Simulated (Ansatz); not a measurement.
# PtC (model cell, started as wurtzite): following an unstable mode

Aim: this structure of PtC (model cell, started as wurtzite) is to be tested for unstable modes, and one is followed downhill.

Main program and level: Ansatz 0.2.0; DFT LDA, scalar-relativistic, plane waves, PAW.

The structure was built from a prototype and need not be the compound's stable phase.

### 1. Starting point

Symmetry: P6_3mc, No. 186, hexagonal system. Conventional cell: a = 3.159 Å, b = 3.159 Å, c = 5.778 Å, α = 90.00°, β = 90.00°, γ = 120.00°. Nearest to Pt lie 4 C at 1.99 to 2.08 Å. Nearest to C lie 4 Pt at 1.99 to 2.08 Å. Farther neighbours are not listed.

### 2. The dispersion

Stability and thermal properties need the whole zone. Linear response on a 3×3×2 q mesh gives force constants as far as a supercell of that size would.

input.yaml reads:

```yaml
crystal:
  lattice:
    - [3.1586945837, 0.0, 0.0]
    - [-1.5793472918, 2.7355097523, 0.0]
    - [0.0, 0.0, 5.7777226655]
  atoms:
    - { symbol: Pt, position: [0.3333333333, 0.6666666667, 0.0073871745] }
    - { symbol: Pt, position: [0.6666666667, 0.3333333333, 0.5073871745] }
    - { symbol: C, position: [0.3333333333, 0.6666666667, 0.3676128255] }
    - { symbol: C, position: [0.6666666667, 0.3333333333, 0.8676128255] }
kpoints:
  mp_grid: { grid: [15, 15, 8] }
hamiltonian:
  xc: lda
scf:
  occupations: { method: methfessel_paxton, width: 0.15 }
output:
  eigenvalues: true
phonons:
  method: dfpt
  qmesh: [3, 3, 2]
  temperatures: { t_max: 1000, t_step: 50 }
  qpath:
    path:
      - [[0.0, 0.0, 0.0], [0.5, 0.0, 0.0], [0.33333333, 0.33333333, 0.0], [0.0, 0.0, 0.0], [0.0, 0.0, 0.5], [0.5, 0.0, 0.5], [0.33333333, 0.33333333, 0.5], [0.0, 0.0, 0.5]]
      - [[0.5, 0.0, 0.5], [0.5, 0.0, 0.0]]
      - [[0.33333333, 0.33333333, 0.5], [0.33333333, 0.33333333, 0.0]]
    npoints: 10
```

Run with:

```
$ ansatz run input.yaml --threads 4 --pin off --max-ram 7168MiB --backend cpu --events-out ev --progress --plain --runs-dir out
```

Numbers of over 12 decimals in the logs are rounded to 6 here.

What it wrote:

```text
Warning: phonons: the dynamical matrix that this run interpolates holds no multipole term above the dipole-dipole one, and a site of this crystal is no centre of inversion, so its interpolated transverse optical and acoustic branches and sound speeds can stay off near Gamma, and the density of states and the thermodynamics with them. What a run solves at a wave vector of phonons.qpoints, Gamma apart, where the deck admits one, is free of this, and under fd what a larger phonons.supercell samples
Engine: ansatz 0.2.0, x86_64-unknown-linux-gnu
Pseudopotentials: kind: paw
Pseudopotential: Pt, paw, valence charge 18, recommended cutoff 420 eV (normal), Pt.paw.azcp
Pseudopotential: C, paw, valence charge 4, recommended cutoff 420 eV (normal), C.paw.azcp
Functional definition: SPW92
  exchange = slater_x
  correlation = pw_c
Crystal: 4 atoms, lattice volume = 49.923 Å³
Basis set: ecut = 420 eV, 931 PW (Γ), exchange–correlation on 48×48×80 points (8 copies of the dense FFT grid, shifted against one another)
Bands: 27, of which v1, the nominal top of the filled ones, is band 22 counted from 1 (21 counted from 0)
Symmetry: 12 space group operations
k-points: 135 of 1800 (time reversal used)
Non-local potential: Pt, projectors of the file, l = 0: 3, l = 1: 2, l = 2: 2, l = 3: 1
Non-local potential: C, projectors of the file, l = 0: 2, l = 1: 2, l = 2: 1
PAW form: soft (Blöchl's): semilocal exchange-correlation on the pseudo side does not see the compensation charge
PAW frozen core: Pt, regenerated for the run's functional, and the local potential with it (the file was generated under x = pbe(κ = 0.804, μ = 0.219515), c = pbe(β = 0.066725))
PAW frozen core: C, regenerated for the run's functional, and the local potential with it (the file was generated under x = pbe(κ = 0.804, μ = 0.219515), c = pbe(β = 0.066725))
PAW one-centre angular grid: Pt, 590 points (default); XC on 64 Gauss nodes
PAW one-centre angular grid: C, 110 points (default); XC on 64 Gauss nodes
Initial density: superposition of atomic densities (neutral atoms: chi_scale 0, normalization atom), corrected by the library's trained network
Initial wavefunctions: pseudopotential atomic-orbital guess
Functional: x = slater, c = lda
SCF iter   1: F=—  HF=-24972.167742 eV  |F-HF|=—  |Δ(HF+E_count)|=         —  Δρ=1.06e-2  dr2=3.87e-2  ethr=1.77e-3  ⟨swp⟩=5.3  Hψ=14064  notcnv=0
preconditioner: auto → Kerker (q_TF=auto, 2.671 Å⁻¹)  [metal: Δε(μ)=0.006 eV  Ē_g=8.995 eV  σ=0.150 eV  W_gap=0.04  n_scr=22 (ndim 8)  ℏωp=27.8 eV  f_vac=0.001  D(μ)=1.82/eV (n_scr^D=22)]
SCF iter   2: F=—  HF=-24972.159032 eV  |F-HF|=—  |Δ(HF+E_count)|=   8.71e-3  S|Δr|=    0.00e0  Δρ=5.38e-3  dr2=9.87e-3  ethr=8.80e-5  ⟨swp⟩=1.7  Hψ=5879  notcnv=0
SCF iter   3: F=—  HF=-24972.155903 eV  |F-HF|=—  |Δ(HF+E_count)|=   3.13e-3  S|Δr|=    0.00e0  Δρ=9.14e-4  dr2=4.80e-4  ethr=2.24e-5  ⟨swp⟩=2.0  Hψ=5178  notcnv=0
SCF iter   4: F=—  HF=-24972.155795 eV  |F-HF|=—  |Δ(HF+E_count)|=   1.08e-4  S|Δr|=    0.00e0  Δρ=2.23e-4  dr2=2.52e-5  ethr=1.09e-6  ⟨swp⟩=2.1  Hψ=5095  notcnv=0
SCF iter   5: F=—  HF=-24972.155792 eV  |F-HF|=—  |Δ(HF+E_count)|=   3.45e-6  S|Δr|=    0.00e0  Δρ=5.16e-5  dr2=1.40e-6  ethr=5.73e-8  ⟨swp⟩=1.9  Hψ=5118  notcnv=0
SCF iter   6: F=—  HF=-24972.155794 eV  |F-HF|=—  |Δ(HF+E_count)|=   2.52e-6  S|Δr|=    0.00e0  Δρ=1.33e-5  dr2=8.33e-8  ethr=3.17e-9  ⟨swp⟩=2.4  Hψ=5660  notcnv=0
SCF iter   7: F=—  HF=-24972.155794 eV  |F-HF|=—  |Δ(HF+E_count)|=   4.49e-9  S|Δr|=    0.00e0  Δρ=3.15e-6  dr2=5.21e-9  ethr=1.89e-10  ⟨swp⟩=2.7  Hψ=6259  notcnv=0
SCF iter   8: F=—  HF=-24972.155794 eV  |F-HF|=—  |Δ(HF+E_count)|=  2.11e-10  S|Δr|=    0.00e0  Δρ=5.63e-7  dr2=1.37e-10  ethr=1.18e-11  ⟨swp⟩=2.1  Hψ=5400  notcnv=0
SCF iter   9: F=-24972.155794 eV  HF=-24972.155794 eV  |F-HF|=3.64e-12  |Δ(HF+E_count)|=    0.00e0  S|Δr|=    0.00e0  Δρ=1.09e-7  dr2=4.45e-12  ethr=1.00e-12  ⟨swp⟩=7.0  Hψ=16106  notcnv=0
SCF 1 converged in 9 iterations: F = -24972.155794 eV  dr2 = 4.45e-12
  greatest PAW one-centre occupation: 1.000 electrons in one spin orbital (limit 2), on the Pt atom at site 1 (counted from 0), in its partial waves of l = 0
Initial density: read from a saved state, or passed on in memory by an earlier SCF of this step, an earlier step, the calling program or the single point that the run made first
iter 1 solved again at ethr=9.57e-8 eV; its pass at ethr=3.10e-3 eV (dr2=4.21e-5 eV) is discarded
SCF iter   1: F=—  HF=-24972.155792 eV  |F-HF|=—  |Δ(HF+E_count)|=         —  Δρ=5.75e-7  dr2=8.09e-11  ethr=9.57e-8  ⟨swp⟩=3.0  Hψ=23007  notcnv=0
eigensolver tolerance schedule: the retry pair's looser diagonalisation over-reported the residual by 520283.45 of it (diagonalisation noise at an unbounded share of the residual, at the tolerance the schedule requests for it); recorded, not acted on — ethr = c·dr2/N_el stays at c = 1.0e-1
preconditioner: auto → Kerker (q_TF=auto, 2.671 Å⁻¹)  [metal: Δε(μ)=0.011 eV  Ē_g=9.004 eV  σ=0.150 eV  W_gap=0.06  n_scr=22 (ndim 8)  ℏωp=27.8 eV  f_vac=0.000  D(μ)=1.79/eV (n_scr^D=22)]
SCF iter   2: F=—  HF=-24972.155794 eV  |F-HF|=—  |Δ(HF+E_count)|=   2.13e-6  S|Δr|=    0.00e0  Δρ=2.42e-7  dr2=1.30e-11  ethr=1.00e-12  ⟨swp⟩=3.7  Hψ=9988  notcnv=0
SCF iter   3: F=-24972.155794 eV  HF=-24972.155794 eV  |F-HF|=7.28e-12  |Δ(HF+E_count)|=  7.28e-12  S|Δr|=    0.00e0  Δρ=1.62e-7  dr2=6.08e-12  ethr=1.00e-12  ⟨swp⟩=2.8  Hψ=8066  notcnv=0
SCF 2 converged in 3 iterations: F = -24972.155794 eV  dr2 = 6.08e-12
phonons: the bands overlap, so this run is a metal and interpolates without the dipole-dipole term. If the crystal is really an insulator or semiconductor, its LO-TO splitting is missing
NSCF: frozen V_eff on 135 k-points
WARN: eigensolver did not converge (k=133): 1 band(s) unlocked after 20 sweeps at ethr=1.79e-12 eV (storage-precision floor; scheduled 1.00e-12 eV) (lowest unlocked band 26, counted from 0; max residual 2.31e-4 eV among the unlocked bands, 2.31e-4 eV over every band; other slots of this pass that fall short are told together in one closing line; warning suppressed until the next SCF loop or pass starts)
WARN: eigensolver did not converge in 2 slots of this pass, the one above among them; of largest residual over every band (k=134): 1 band(s) unlocked (lowest unlocked band 26, counted from 0; max residual 3.90e-3 eV among the unlocked bands, 3.90e-3 eV over every band); of lowest unlocked band (k=133): band 26
NSCF: frozen V_eff on 488 k-points
DFPT response loops at q = (0, 0, 0) (fractional): preconditioner auto → Kerker (q_TF=auto, 2.671 Å⁻¹) (partly filled bands, converged f_vac=0.000); β = 1.00, the filter's whole step (`scf.mixing.beta` (0.50) is not read by the response loops under this deck's `scf.mixing.preconditioner`; to damp them name `kerker` or `kerker_dos`, under which they read `scf.mixing.beta`, and type it under 1.00, their step now; both keys bind the ground state too); Broyden in place of MSR1
NSCF: frozen V_eff on 976 k-points
DFPT response loops at q = (0, 0, -0.5) (fractional): mixed as the last ones told, above
NSCF: frozen V_eff on 1920 k-points
DFPT response loops at q = (0, 0.333333, 0) (fractional): mixed as the last ones told, above
NSCF: frozen V_eff on 1920 k-points
DFPT response loops at q = (0, 0.333333, -0.5) (fractional): mixed as the last ones told, above
NSCF: frozen V_eff on 1830 k-points
DFPT response loops at q = (0.333333, 0.333333, 0) (fractional): mixed as the last ones told, above
NSCF: frozen V_eff on 1830 k-points
DFPT response loops at q = (0.333333, 0.333333, -0.5) (fractional): mixed as the last ones told, above
SCF converged after 9 iterations
Stability not checked: this state was not tested for a lower state beside it, because cold or Methfessel-Paxton smearing, or corrected tetrahedra, fill the levels in a way that the test cannot read (fill_not_monotonic; see scf.lower_state_search)
Free energy (F): -24972.155794 eV
Harris-Foulkes:  -24972.155794 eV  (|F-HF|=3.64e-12)
Internal energy: -24972.154306 eV  (E = F + TS)
E sigma→0 (E₀):  -24972.155422 eV
Entropy (-TS):   -0.001488 eV (-0.372 meV/atom)
Fermi energy:    17.025761 eV
--- Per-component energies (eV) ---
  E_band       = -471.353305
  E_kinetic    = 1448.595769
  E_local      = -4029.184251  (includes V_loc(G=0)·N_el)
  E_nonlocal   = 467.358694
  E_hartree    = 1484.453919
  E_xc         = -615.278345
  E_vxc        = -722.859930  (∫ρ·V_xc dr)
  E_paw        = -18537.296879  (= ΣΔE_a)
  E_vpaw       = -604.171836  (= ΣTr[D̂ρ^β])
  E_aug_tail   = 0.000408  (compensation charges beyond the density's cutoff)
  E_ewald      = -5191.857025
  E_core_change = 1.053404  (= ΣΔE_core)
  E_smearing   = -0.001488  (= −TS)
  E_closure    = -0.000000  (closes the sum)
  Σ components = -24972.155794   (vs F -24972.155794, Δ=0.00e0)
--- Band table (eV; the first three rows and the last of 135) ---
  k-point 0: bands = [... 18 lower, 13.5796, 13.5796, 14.2342, 19.7235, 19.7554, 19.7554, 21.6543, 22.0061, ... 1 higher]
  k-point 1: bands = [... 18 lower, 13.5548, 13.5548, 14.5522, 19.6574, 19.8203, 19.8203, 21.6557, 21.8956, ... 1 higher]
  k-point 2: bands = [... 18 lower, 13.4800, 13.4800, 15.3767, 19.3585, 20.0147, 20.0147, 21.5964, 21.5964, ... 1 higher]
  k-point 134: bands = [... 18 lower, 13.9751, 13.9751, 15.5927, 15.5927, 16.6773, 16.6773, 18.6087, 18.6087, ... 1 higher]
--- Phonons (Γ-DFPT): 4 representative perturbations + reference (Σ response iterations 14) ---
  ASR residual: 3.152e-5 → 0.000e0 eV/Å²; symmetrization residual: 6.069e-7 eV/Å²
  ASR residual per site (eV/Å²): 3.15e-5 3.15e-5 8.39e-6 8.39e-6
  Γ frequencies (cm⁻¹): 0.00 0.00 0.00 58.55 58.55 143.24 466.56 551.51 551.51 553.23 553.23 573.23
--- Phonons (arbitrary-q DFPT): 6 irreducible q on the 3×3×2 mesh ---
  q = [0.0000, 0.0000, 0.0000] (star 1, of the zone-centre solve; hermiticity 7.96e-8, symmetrization 6.00e-11): -0.00 -0.00 -0.00 58.55 58.55 143.24 466.56 551.51 551.51 553.23 553.23 573.23
  q = [0.0000, 0.0000, -0.5000] (star 1, 4 solved perturbations in 1360 linear systems a pass and spin channel, the states on 488 of 1800 k-point pairs; hermiticity 6.58e-5, symmetrization 2.24e-5): 38.69 38.69 38.69 38.69 121.63 121.63 566.96 566.96 566.96 566.96 603.06 603.06
  q = [0.0000, 0.3333, 0.0000] (star 6, 12 solved perturbations on 960 of 1800 k-point pairs; hermiticity 2.26e-7, symmetrization 4.08e-8): -94.39 23.66 64.90 68.93 123.98 149.39 459.36 521.09 539.68 543.20 595.40 629.03
  q = [0.0000, 0.3333, -0.5000] (star 6, 12 solved perturbations on 960 of 1800 k-point pairs; hermiticity 2.85e-7, symmetrization 2.66e-8): 58.36 58.36 65.61 65.61 132.97 132.97 523.87 523.87 551.56 551.56 609.50 609.50
  q = [0.3333, 0.3333, 0.0000] (star 2, 4 solved perturbations in 2476 linear systems a pass and spin channel, the states on 915 of 1800 k-point pairs; hermiticity 1.73e-7, symmetrization 2.38e-8): -35.70 -35.70 86.39 86.51 143.31 143.31 472.60 472.60 568.30 581.96 613.65 613.65
  q = [0.3333, 0.3333, -0.5000] (star 2, 4 solved perturbations in 2476 linear systems a pass and spin channel, the states on 915 of 1800 k-point pairs; hermiticity 1.68e-5, symmetrization 7.95e-6): 82.83 82.83 95.23 95.23 133.38 133.38 501.21 501.21 591.58 591.58 596.93 596.93
  sum rule: each row above includes the acoustic sum rule's correction from the zone centre's row sums; it moved no ω² by more than (0.44 cm⁻¹)²
  mesh force constants: q→R imaginary residual 1.37e-16; ASR residual 3.152e-5 → 0.000e0 eV/Å²; symmetrization residual 1.421e-14 eV/Å²
  interpolated dispersion: 93 rows × 12 modes
  density of states and harmonic sums: on the 24×24×12 q-mesh, interpolated from the force constants of a 3×3×2 supercell (no non-analytic term)
  largest difference from the sums on the solved wave vectors: F 1.80e-2 eV, S 2.21e-5 and C_V 6.02e-6 eV/K
  zero-point energy: 0.236009 eV/cell   skipped modes (ω ≤ 0): 282, of them read as no rigid motion or as one in doubt: 279 (6.745e-1 modes/cell left out, lowest -94.39 cm⁻¹)   left out of the sums: 5.62e-2 of the cell's modes: C_V's classical limit lies that fraction below 3 k_B per atom; for a crystal, a wire or a layer, F and S can be off by more, and a phonons.interpolated_qmesh denser along its periods is the remedy for the sampling
```

Elapsed: 11 min, on 4 threads of Intel Xeon Platinum 8488C (Sapphire Rapids), shared host; peak memory 3.1 GiB; 43 min of CPU time.

In the SCF lines HF is the Harris–Foulkes energy and dr2 the Hartree energy of the density residual, in eV; the loop may stop once dr2 is under the threshold and the program's other checks hold. Hψ counts applications of the Hamiltonian.

Numbers from this step:

* volume per atom: 12.48 Å³
* gap on the k-mesh: 0 eV
* sum-rule residual before enforcement: 3.15e-5 eV/Å²
* lowest frequency on the path: -94.50 cm⁻¹
* point group: 6mm
* highest frequency on the path or at a solved wavevector: 645.1 cm⁻¹
* highest optical mode at the zone centre (no LO-TO term): 573.2 cm⁻¹
* lowest optical zone-centre mode: 58.55 cm⁻¹
* lowest mode on the q mesh (acoustic modes at Γ apart): -94.39 cm⁻¹

Frequencies (cm⁻¹) solved at each irreducible wavevector; negative means imaginary. Frequencies by wavevector, by row:

```tsv
q in reciprocal lattice units	star	mode 1	mode 2	mode 3	mode 4	mode 10	mode 11	mode 12
0 0 0	1	0	0	0	58.5	553.2	553.2	573.2
0 0 -0.5	1	38.7	38.7	38.7	38.7	567	603.1	603.1
0 0.3333 0	6	-94.4	23.7	64.9	68.9	543.2	595.4	629
0 0.3333 -0.5	6	58.4	58.4	65.6	65.6	551.6	609.5	609.5
0.3333 0.3333 0	2	-35.7	-35.7	86.4	86.5	582	613.6	613.6
0.3333 0.3333 -0.5	2	82.8	82.8	95.2	95.2	591.6	596.9	596.9
```

Interpolated from a 3×3×2 q mesh. Phonon branches along the path, in cm⁻¹:

```tsv
point	branch 1	branch 2	branch 3	branch 4	branch 9	branch 10	branch 11	branch 12
Γ	0	0	0	58	552	553	553	573
halfway	-91	30	58	64	543	545	580	609
M	-85	-30	71	71	540	540	613	645
halfway	-69	-21	79	79	554	560	610	635
K	-36	-36	86	86	568	582	614	614
halfway	-92	30	67	68	549	549	588	613
Γ	0	0	0	58	552	553	553	573
halfway	20	20	53	53	559	560	560	598
A	39	39	39	39	567	567	603	603
halfway	53	53	60	60	555	555	596	596
L	61	61	70	70	550	550	625	625
halfway	73	73	84	84	566	566	616	616
H	83	83	95	95	592	592	597	597
halfway	55	55	69	69	565	565	595	595
A	39	39	39	39	567	567	603	603
jump to L	61	61	70	70	550	550	625	625
halfway	-53	49	70	70	545	545	615	639
M	-85	-30	71	71	540	540	613	645
jump to H	83	83	95	95	592	592	597	597
halfway	50	50	91	91	579	588	606	606
K	-36	-36	86	86	568	582	614	614
```

Symmetry leaves 6 wavevectors to solve. The lowest mode among them, the acoustic zeros apart, lies at q = (0, 0.333, 0) and is imaginary, 94.4i cm⁻¹, so the energy falls along it.

### 3. The mode frozen in, largest atomic shift 0 Å

The mode followed lies at q = (0, 0.333, 0) with frequency 94.4i cm⁻¹, the softest among the wavevectors solved. At small amplitude the distorted cell has space group no. 36 by a symmetry search on the positions. The undistorted cell that holds it gives the zero of energy on the same k mesh.

System of this step: PtC (model cell, started as wurtzite). Symmetry: P6_3mc, No. 186, hexagonal system. The conventional cell has a = 3.159 Å, b = 3.159 Å, c = 5.778 Å, α = 90.00°, β = 90.00°, γ = 120.00°. Nearest to Pt lie 4 C at 1.99 to 2.08 Å. Nearest to C lie 4 Pt at 1.99 to 2.08 Å. Farther neighbours are not listed.

input.yaml reads:

```yaml
crystal:
  lattice:
    - [-3.1586945837, 0.0, 0.0]
    - [0.0, 0.0, -5.7777226655]
    - [-1.5793472918, -8.2065292568, 0.0]
  atoms:
    - { symbol: Pt, position: [0.7777777778, 0.9926128255, 0.4444444444] }
    - { symbol: Pt, position: [0.4444444444, 0.9926128255, 0.1111111111] }
    - { symbol: Pt, position: [0.1111111111, 0.9926128255, 0.7777777778] }
    - { symbol: Pt, position: [0.2222222222, 0.4926128255, 0.5555555556] }
    - { symbol: Pt, position: [0.8888888889, 0.4926128255, 0.2222222222] }
    - { symbol: Pt, position: [0.5555555556, 0.4926128255, 0.8888888889] }
    - { symbol: C, position: [0.7777777778, 0.6323871745, 0.4444444444] }
    - { symbol: C, position: [0.4444444444, 0.6323871745, 0.1111111111] }
    - { symbol: C, position: [0.1111111111, 0.6323871745, 0.7777777778] }
    - { symbol: C, position: [0.2222222222, 0.1323871745, 0.5555555556] }
    - { symbol: C, position: [0.8888888889, 0.1323871745, 0.2222222222] }
    - { symbol: C, position: [0.5555555556, 0.1323871745, 0.8888888889] }
kpoints:
  mp_grid: { grid: [10, 6, 10] }
hamiltonian:
  xc: lda
scf:
  occupations: { method: methfessel_paxton, width: 0.15 }
output:
  forces: true
  stress: true
  eigenvalues: true
```

What it wrote:

```text
[...]
Crystal: 12 atoms, lattice volume = 149.770 Å³
Basis set: ecut = 420 eV, 2873 PW (Γ)
Bands: 80, of which v1, the nominal top of the filled ones, is band 66 counted from 1 (65 counted from 0)
Symmetry: 12 space group operations
[...]
k-points: 124 of 600 (time reversal used)
[...]
k-point 0: bands = [... 62 lower, 14.9026, 16.5026, 16.5026, 17.9818, 17.9818, 18.6620, 18.6620, 19.7239, ... 10 higher]
  k-point 1: bands = [... 62 lower, 14.9925, 16.0893, 16.9569, 17.6881, 17.9882, 18.2795, 19.2524, 19.4941, ... 10 higher]
  k-point 2: bands = [... 62 lower, 14.9944, 15.7770, 17.2814, 17.4163, 17.4208, 18.5677, 19.2571, 19.5669, ... 10 higher]
  k-point 123: bands = [... 62 lower, 15.0325, 15.0325, 15.4163, 15.4163, 17.0803, 17.0803, 17.3482, 17.3482, ... 10 higher]
[key lines of the parts left out:]
SCF converged after 7 iterations
Free energy (F): -74916.463372 eV
Fermi energy:    17.031027 eV
P = ⅓ Tr σ = -0.0650 GPa (-0.650 kbar)
```

It took 18 s on 4 threads; peak memory 1.3 GiB.

Numbers from this step:

```yaml
pressure: -0.06504 GPa
energy_from_the_undistorted_cell: 0 meV/atom
```

The run ends at a pressure of -0.07 GPa, with forces up to 0.033 eV/Å.

[end of part 1 of 2]

[Logs are printed without paths, hosts, clocks, repeated set-up lines and the standing remarks that a program may print on its own settings, such as how far it seeks lower states.]

[Hosts, paths, dates, database ids (printed as entryN), source tags and the programs' standing remarks are cut or masked in the printed files.]
